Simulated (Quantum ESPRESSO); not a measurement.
# Cl on fcc sites of Rh(111), stepped through the coverage, part 3 of 10

Aim: how the results for Cl on fcc sites of Rh(111) change with the coverage.

Quantum ESPRESSO 7.5; plane-wave DFT, PBE, GBRV ultrasoft pseudopotentials.

So far. Step 2 (Variable-cell relaxation of the reference):  The last row is no step: it is a fresh SCF in the final cell with a new plane-wave basis, -0 meV from the row before.

**5. Relaxation with pw.x, 0 ML**

What the set-up leaves free in this member is relaxed.

System of this step: Rh(111), 3 layers, 1 sites a cell. The cell holds 3 atoms: 3 Rh. Cell: a = 2.710 Å, b = 2.710 Å, c = 18.543 Å, α = 90.0°, β = 90.0°, γ = 60.0°. It derives from Rh. Vacuum lies along c.

m0.relax.in

```
&control
  prefix = 'm0.relax'
  outdir = './out'
  pseudo_dir = './pseudo'
  nstep = 70
  forc_conv_thr = 0.0015
  calculation = 'relax'
/
&system
  ibrav = 0
  nat = 3
  ntyp = 1
  ecutwfc = 40
  ecutrho = 200
  occupations = 'smearing'
  smearing = 'mv'
  degauss = 0.02
/
&electrons
  conv_thr = 1e-07
  mixing_beta = 0.3
  electron_maxstep = 120
  mixing_mode = 'local-TF'
/
&ions
/
ATOMIC_SPECIES
  Rh  102.9055  rh_pbe_v1.4.uspp.F.UPF
CELL_PARAMETERS angstrom
  2.70966521178718 0.00000000000000 0.00000000000000
  1.35483260589359 2.34663890915864 0.00000000000000
  0.00000000000000 0.00000000000000 18.54292636387133
ATOMIC_POSITIONS crystal
  Rh  0.333333333300 0.333333333300 0.380685910224
  Rh  0.666666666700 0.666666666700 0.500000000000 0 0 0
  Rh  0.000000000000 0.000000000000 0.619314089776
K_POINTS automatic
  10 10 1 0 0 0
```

Started as:

```console
$ OMP_NUM_THREADS=1 mpirun -n 16 pw.x -nk 4 -in m0.relax.in > m0.relax.out
```

Log:

```text
[banner, memory and clock lines left out]
Program PWSCF v.7.5 starts

          URL

     Message from routine setup:
     using ibrav=0 with symmetry is DISCOURAGED, use correct ibrav instead

     bravais-lattice index     =            0
     lattice parameter (alat)  =       5.1205  a.u.
     unit-cell volume          =     795.6770 (a.u.)^3
     number of atoms/cell      =            3
     number of atomic types    =            1
     number of electrons       =        45.00
     number of Kohn-Sham states=           28
     kinetic-energy cutoff     =      40.0000  Ry
     charge density cutoff     =     200.0000  Ry
     scf convergence threshold =      1.0E-07
     mixing beta               =       0.3000
     number of iterations used =            8  local-TF  mixing
     energy convergence thresh.=      1.0E-04
     force convergence thresh. =      1.5E-03
     Exchange-correlation=  SLA  PW   PBX  PBC
                           (   1   4   3   4   0   0   0)
     nstep                     =           70

     celldm(1)=   5.120525  celldm(2)=   0.000000  celldm(3)=   0.000000
     celldm(4)=   0.000000  celldm(5)=   0.000000  celldm(6)=   0.000000

     crystal axes: (cart. coord. in units of alat)
               a(1) = (   1.000000   0.000000   0.000000 )
               a(2) = (   0.500000   0.866025   0.000000 )
               a(3) = (   0.000000   0.000000   6.843254 )

     reciprocal axes: (cart. coord. in units 2 pi/alat)
               b(1) = (  1.000000 -0.577350  0.000000 )
               b(2) = (  0.000000  1.154701  0.000000 )
               b(3) = (  0.000000  0.000000  0.146129 )

     PseudoPot. # 1 for Rh read from file:
     ./pseudo/rh_pbe_v1.4.uspp.F.UPF
     Pseudo is Ultrasoft + core correction, Zval = 15.0
     Generated by new atomic code, or converted to UPF format
     Using radial grid of  969 points,  7 beta functions with:
                l(1) =   0
                l(2) =   0
                l(3) =   1
                l(4) =   1
                l(5) =   2
                l(6) =   2
                l(7) =   2
     Q(r) pseudized with  8 coefficients,  rinner =    1.200   1.200   1.200
                                                       1.200   1.200

     atomic species   valence    mass     pseudopotential
     Rh               15.00   102.90550     Rh( 1.00)

     12 Sym. Ops., with inversion, found ( 6 have fractional translation)

   Cartesian axes

     site n.     atom                  positions (alat units)
         1        Rh     tau(   1) = (   0.5000000   0.2886751   2.6051302  )
         2        Rh     tau(   2) = (   1.0000000   0.5773503   3.4216268  )
         3        Rh     tau(   3) = (   0.0000000   0.0000000   4.2381234  )

     number of k points=    14  Marzari-Vanderbilt smearing, width (Ry)=  0.0200
                       cart. coord. in units 2pi/alat
        k(    1) = (   0.0000000   0.0000000   0.0000000), wk =   0.0200000
        k(    2) = (   0.0000000   0.1154701   0.0000000), wk =   0.1200000
        k(    3) = (   0.0000000   0.2309401   0.0000000), wk =   0.1200000
        k(    4) = (   0.0000000   0.3464102   0.0000000), wk =   0.1200000
        k(    5) = (   0.0000000   0.4618802   0.0000000), wk =   0.1200000
        k(    6) = (   0.0000000  -0.5773503   0.0000000), wk =   0.0600000
        k(    7) = (   0.1000000   0.1732051   0.0000000), wk =   0.1200000
        k(    8) = (   0.1000000   0.2886751   0.0000000), wk =   0.2400000
        k(    9) = (   0.1000000   0.4041452   0.0000000), wk =   0.2400000
        k(   10) = (   0.1000000  -0.6350853   0.0000000), wk =   0.2400000
        k(   11) = (   0.2000000   0.3464102   0.0000000), wk =   0.1200000
        k(   12) = (   0.2000000  -0.6928203   0.0000000), wk =   0.2400000
        k(   13) = (   0.2000000  -0.5773503   0.0000000), wk =   0.1200000
        k(   14) = (   0.3000000  -0.6350853   0.0000000), wk =   0.1200000

     Dense  grid:    38125 G-vectors     FFT dimensions: (  24,  24, 160)

     Smooth grid:    27279 G-vectors     FFT dimensions: (  24,  24, 144)

     Initial potential from superposition of free atoms

     starting charge      43.4997, renormalised to      45.0000

     negative rho (up, down):  1.750E-01 0.000E+00
     Starting wfcs are   36 randomized atomic wfcs

     per-process dynamical memory:    14.9 Mb

     Self-consistent Calculation

     iteration #  1     ecut=    40.00 Ry     beta= 0.30
     Davidson diagonalization with overlap
     ethr =  1.00E-02,  avg # of iterations =  3.1

     negative rho (up, down):  1.801E-01 0.000E+00

     total energy              =    -513.67110904 Ry
     estimated scf accuracy    <       2.08517677 Ry

     iteration #  2     ecut=    40.00 Ry     beta= 0.30
     Davidson diagonalization with overlap
     ethr =  4.63E-03,  avg # of iterations =  1.0

     negative rho (up, down):  1.928E-01 0.000E+00

     total energy              =    -513.30694463 Ry
     estimated scf accuracy    <       0.89673007 Ry

     iteration #  3     ecut=    40.00 Ry     beta= 0.30
     Davidson diagonalization with overlap
     ethr =  1.99E-03,  avg # of iterations =  2.0

     negative rho (up, down):  1.921E-01 0.000E+00

     total energy              =    -513.48274726 Ry
     estimated scf accuracy    <       0.01995827 Ry

     iteration #  4     ecut=    40.00 Ry     beta= 0.30
     Davidson diagonalization with overlap
     ethr =  4.44E-05,  avg # of iterations =  3.5

     negative rho (up, down):  1.930E-01 0.000E+00

     total energy              =    -513.48274668 Ry
     estimated scf accuracy    <       0.00598942 Ry

     iteration #  5     ecut=    40.00 Ry     beta= 0.30
     Davidson diagonalization with overlap
     ethr =  1.33E-05,  avg # of iterations =  3.1

     negative rho (up, down):  1.934E-01 0.000E+00

     total energy              =    -513.48298435 Ry
     estimated scf accuracy    <       0.00271045 Ry

     iteration #  6     ecut=    40.00 Ry     beta= 0.30
     Davidson diagonalization with overlap
     ethr =  6.02E-06,  avg # of iterations =  4.9

     negative rho (up, down):  1.897E-01 0.000E+00

     total energy              =    -513.48304324 Ry
     estimated scf accuracy    <       0.00059931 Ry

     iteration #  7     ecut=    40.00 Ry     beta= 0.30
     Davidson diagonalization with overlap
     ethr =  1.33E-06,  avg # of iterations =  5.0

     negative rho (up, down):  1.839E-01 0.000E+00

     total energy              =    -513.48271355 Ry
     estimated scf accuracy    <       0.00120586 Ry

     iteration #  8     ecut=    40.00 Ry     beta= 0.30
[...]
total energy              =    -513.48514496 Ry
     estimated scf accuracy    <       0.00000018 Ry

     iteration #  6     ecut=    40.00 Ry     beta= 0.30
     Davidson diagonalization with overlap
     ethr =  3.96E-10,  avg # of iterations =  1.7

     negative rho (up, down):  1.837E-01 0.000E+00

     total energy              =    -513.48514495 Ry
     estimated scf accuracy    <       0.00000008 Ry

     iteration #  7     ecut=    40.00 Ry     beta= 0.30
     Davidson diagonalization with overlap
     ethr =  1.80E-10,  avg # of iterations =  2.1

     negative rho (up, down):  1.837E-01 0.000E+00

     total energy              =    -513.48514496 Ry
     estimated scf accuracy    <       0.00000002 Ry

     iteration #  8     ecut=    40.00 Ry     beta= 0.30
     Davidson diagonalization with overlap
     ethr =  5.04E-11,  avg # of iterations =  2.0

     negative rho (up, down):  1.836E-01 0.000E+00

     total energy              =    -513.48514499 Ry
     estimated scf accuracy    <          6.3E-09 Ry

     iteration #  9     ecut=    40.00 Ry     beta= 0.30
     Davidson diagonalization with overlap
     ethr =  1.40E-11,  avg # of iterations =  2.1

     negative rho (up, down):  1.836E-01 0.000E+00

     total energy              =    -513.48514499 Ry
     estimated scf accuracy    <          2.2E-09 Ry

     iteration # 10     ecut=    40.00 Ry     beta= 0.30
     Davidson diagonalization with overlap
     ethr =  4.92E-12,  avg # of iterations =  1.1

     negative rho (up, down):  1.836E-01 0.000E+00

     End of self-consistent calculation

          k = 0.0000 0.0000 0.0000 (  3383 PWs)   bands (ev):

   -42.8197 -42.3524 -42.3524 -42.0582 -41.9474 -41.8374 -41.8374 -41.8337
   -41.8337  -2.9292  -1.5548  -1.3465   1.1828   1.1828   1.3332   1.5640
     1.5640   1.7214   1.9319   1.9319   3.2559   3.2559   3.8540   3.8540
     3.9384   4.6369   4.6369   5.3743

          k = 0.0000 0.1155 0.0000 (  3365 PWs)   bands (ev):

   -42.8075 -42.4100 -42.3650 -42.0442 -41.9529 -41.8844 -41.8803 -41.8495
   -41.8451  -2.5938  -1.2796  -1.0224   0.8796   1.1478   1.3128   1.4152
     1.7203   1.8611   1.9068   2.1828   2.8929   3.1667   3.2964   3.7441
     3.8711   4.6518   4.9993   6.6618

          k = 0.0000 0.2309 0.0000 (  3389 PWs)   bands (ev):

   -42.7769 -42.5511 -42.3979 -42.0252 -42.0188 -42.0049 -41.9413 -41.8809
   -41.8749  -1.7783  -0.7792  -0.3538   0.3115   0.6136   1.3549   1.6816
     1.8333   1.9689   2.1619   2.3674   2.7944   2.8825   3.2384   3.8611
     3.8933   4.6894   6.1849   8.3291

          k = 0.0000 0.3464 0.0000 (  3403 PWs)   bands (ev):

   -42.7444 -42.7159 -42.4382 -42.1768 -42.1494 -41.9908 -41.9521 -41.9194
   -41.9115  -1.2722  -0.8564  -0.5869  -0.0206   0.7472   1.2568   1.7567
     1.8478   2.4567   2.6855   2.9275   3.3819   3.6870   3.8700   4.0751
     4.5809   4.7405   7.4485  10.0169

          k = 0.0000 0.4619 0.0000 (  3409 PWs)   bands (ev):

   -42.8465 -42.7257 -42.4706 -42.3039 -42.2465 -41.9851 -41.9504 -41.9484
   -41.9411  -1.4749  -1.1578  -0.9347  -0.4156   0.6483   1.2140   1.5756
     2.1641   3.1313   3.2036   4.0755   4.2559   4.5447   4.8347   4.9019
     4.9587   6.0395   8.6741  11.6747

          k = 0.0000-0.5774 0.0000 (  3418 PWs)   bands (ev):

   -42.8954 -42.7229 -42.4830 -42.3520 -42.2787 -41.9870 -41.9622 -41.9524
   -41.9437  -1.6137  -1.3150  -1.0355  -0.5689   0.5353   1.1173   1.5004
     2.4333   3.2111   3.4252   4.4735   4.4851   4.7353   5.1939   5.2577
     6.2125   8.1031   8.2534  11.8870

          k = 0.1000 0.1732 0.0000 (  3377 PWs)   bands (ev):

   -42.7861 -42.5043 -42.3923 -42.0245 -41.9835 -41.9716 -41.9328 -41.8733
   -41.8704  -1.9959  -0.8191  -0.5077   0.4372   0.8134   1.1401   1.5906
     1.7414   1.8903   2.0198   2.6995   2.7141   2.7894   3.2992   3.4779
     4.1727   4.5000   5.9045   7.8882

          k = 0.1000 0.2887 0.0000 (  3388 PWs)   bands (ev):

   -42.7537 -42.6467 -42.4397 -42.1100 -42.0912 -41.9968 -41.9533 -41.9159
   -41.9111  -1.1907  -0.5336  -0.2906   0.2315   0.4730   1.2172   1.4763
     1.5067   2.0278   2.3332   2.5833   3.0632   3.4126   3.8097   4.0877
     4.4103   4.6416   7.0744   9.4466

          k = 0.1000 0.4041 0.0000 (  3419 PWs)   bands (ev):

   -42.7845 -42.7273 -42.4866 -42.2433 -42.2000 -41.9822 -41.9676 -41.9544
   -41.9459  -1.0925  -0.8545  -0.6999   0.0198   0.6543   1.1417   1.5421
     1.8224   2.6516   2.7664   3.0879   3.4535   3.9968   4.4508   4.6507
     5.3086   5.9355   8.4545  11.1399

          k = 0.1000-0.6351 0.0000 (  3417 PWs)   bands (ev):

   -42.8679 -42.7174 -42.5149 -42.3241 -42.2607 -41.9892 -41.9868 -41.9747
   -41.9452  -1.3492  -1.1266  -0.8543  -0.2698   0.5205   1.2326   1.3490
     2.2198   2.9212   3.2409   3.8685   4.2073   4.3845   4.5892   4.9407
     6.9348   7.9170   9.4314  12.1583

          k = 0.2000 0.3464 0.0000 (  3395 PWs)   bands (ev):

   -42.7423 -42.7273 -42.5128 -42.2040 -42.1646 -41.9884 -41.9871 -41.9692
   -41.9486  -0.6362  -0.5916  -0.2494   0.0583   0.7855   0.9176   1.3556
     1.5610   2.0210   2.0926   2.9673   3.1316   3.7282   4.4383   4.6315
     5.4818   6.0502   8.4394  10.9669

          k = 0.2000-0.6928 0.0000 (  3405 PWs)   bands (ev):

   -42.8091 -42.7088 -42.5796 -42.2679 -42.2178 -42.0444 -42.0395 -41.9664
   -41.9535  -0.8521  -0.5664  -0.4663   0.2085   0.6664   0.8512   1.6211
     1.7168   2.3365   2.4935   2.9587   3.4307   3.8961   4.5150   4.9098
     7.3664   8.2584  10.2271  12.6795

          k = 0.2000-0.5774 0.0000 (  3407 PWs)   bands (ev):

   -42.8326 -42.7026 -42.6063 -42.2889 -42.2385 -42.0682 -42.0618 -41.9695
   -41.9489  -0.9655  -0.6306  -0.4841   0.0880   0.5539   1.0428   1.4568
     1.8945   2.4595   2.9224   2.9724   3.8015   4.2344   4.3394   4.7369
     9.0981   9.8442  10.5542  12.3276

          k = 0.3000-0.6351 0.0000 (  3401 PWs)   bands (ev):

   -42.7802 -42.6943 -42.6802 -42.2395 -42.2033 -42.1411 -42.1157 -41.9600
   -41.9557  -0.6278  -0.3599  -0.1023   0.0221   0.5804   1.2196   1.7235
     1.7836   2.0263   2.0981   3.0525   3.2879   4.0708   4.3176   4.6551
     9.7092  10.8354  12.0435  12.5050

     the Fermi energy is     4.2040 ev

!    total energy              =    -513.48514500 Ry
     estimated scf accuracy    <          8.3E-10 Ry
     smearing contrib. (-TS)   =       0.00036919 Ry
     internal energy E=F+TS    =    -513.48551419 Ry

     The total energy is F=E-TS. E is the sum of the following terms:
     one-electron contribution =   -2964.78876915 Ry
     hartree contribution      =    1495.30326779 Ry
     xc contribution           =     -89.68778515 Ry
     ewald contribution        =    1045.68777232 Ry

     convergence has been achieved in  10 iterations

     negative rho (up, down):  1.836E-01 0.000E+00

     Forces acting on atoms (cartesian axes, Ry/au):

     atom    1 type  1   force =     0.00000000    0.00000000   -0.00003140
     atom    2 type  1   force =     0.00000000    0.00000000    0.00000000
     atom    3 type  1   force =    -0.00000000   -0.00000000    0.00003140

     Total force =     0.000044     Total SCF correction =     0.000208
     SCF correction compared to forces is large: reduce conv_thr to get better values
     Energy error            =      2.7E-06 Ry
     Gradient error          =      3.1E-05 Ry/Bohr

     bfgs converged in   6 scf cycles and   5 bfgs steps
     (criteria: energy <  1.0E-04 Ry, force <  1.5E-03 Ry/Bohr)

     End of BFGS Geometry Optimization

     Final energy             =    -513.4851449966 Ry

     File ./out/m0.relax.bfgs deleted, as requested
Begin final coordinates

ATOMIC_POSITIONS (crystal)
Rh               0.3333333333        0.3333333333        0.3842292023
Rh               0.6666666667        0.6666666667        0.5000000000    0   0   0
Rh               0.0000000000       -0.0000000000        0.6157707977
End final coordinates

     XML data file, charge density, pseudopotentials, collected wavefunctions

                                        0.00s GPU  (     874 calls)
```

The job ended after 16 s (16 MPI ranks of Arm Neoverse V2, shared host; peak memory 0.94 GiB).

Step by step:

| step | energy less that of the first step (eV) | largest force (eV/Å) |
| --- | --- | --- |
| 1 | 0.0000 | 0.5278 |
| 2 | -0.0106 | 0.4530 |
| 3 | -0.0203 | 0.3617 |
| 4 | -0.0308 | 0.2192 |
| 5 | -0.0363 | 0.0169 |
| 6 | -0.0363 | 0.0008 |

The atoms that moved most (Å):

| atom | dx | dy | dz | length |
| --- | --- | --- | --- | --- |
| Rh3 | 0.000 | 0.000 | -0.066 | 0.066 |
| Rh1 | 0.000 | 0.000 | 0.066 | 0.066 |

The relaxed structure:

```xyz
3
Lattice="2.7097 0.0000 0.0000 1.3548 2.3466 0.0000 0.0000 0.0000 18.5429" Properties=species:S:1:pos:R:3
Rh    1.3548    0.7822    7.1247
Rh    2.7097    1.5644    9.2715
Rh    0.0000    0.0000   11.4182
```

The relaxation lowers the energy by 12 meV an atom. On the free atoms the largest force ends at 0.001 eV/Å.

Numbers from this step:

* free energy: -6986.3213 eV
* Fermi energy: 4.204 eV

[end of part 3 of 10]

[Logs are printed without paths, hosts, clocks, repeated set-up lines and the standing remarks that a program may print on its own settings, such as how far it seeks lower states.]

[Hosts, paths, dates, database ids (printed as entryN), source tags and the programs' standing remarks are cut or masked in the printed files.]

[Maps of the electrostatic potential energy from Ansatz leave out the sawtooth potential of an applied field or a dipole correction, so their vacuum need not be flat; planar profiles and work functions include it.]
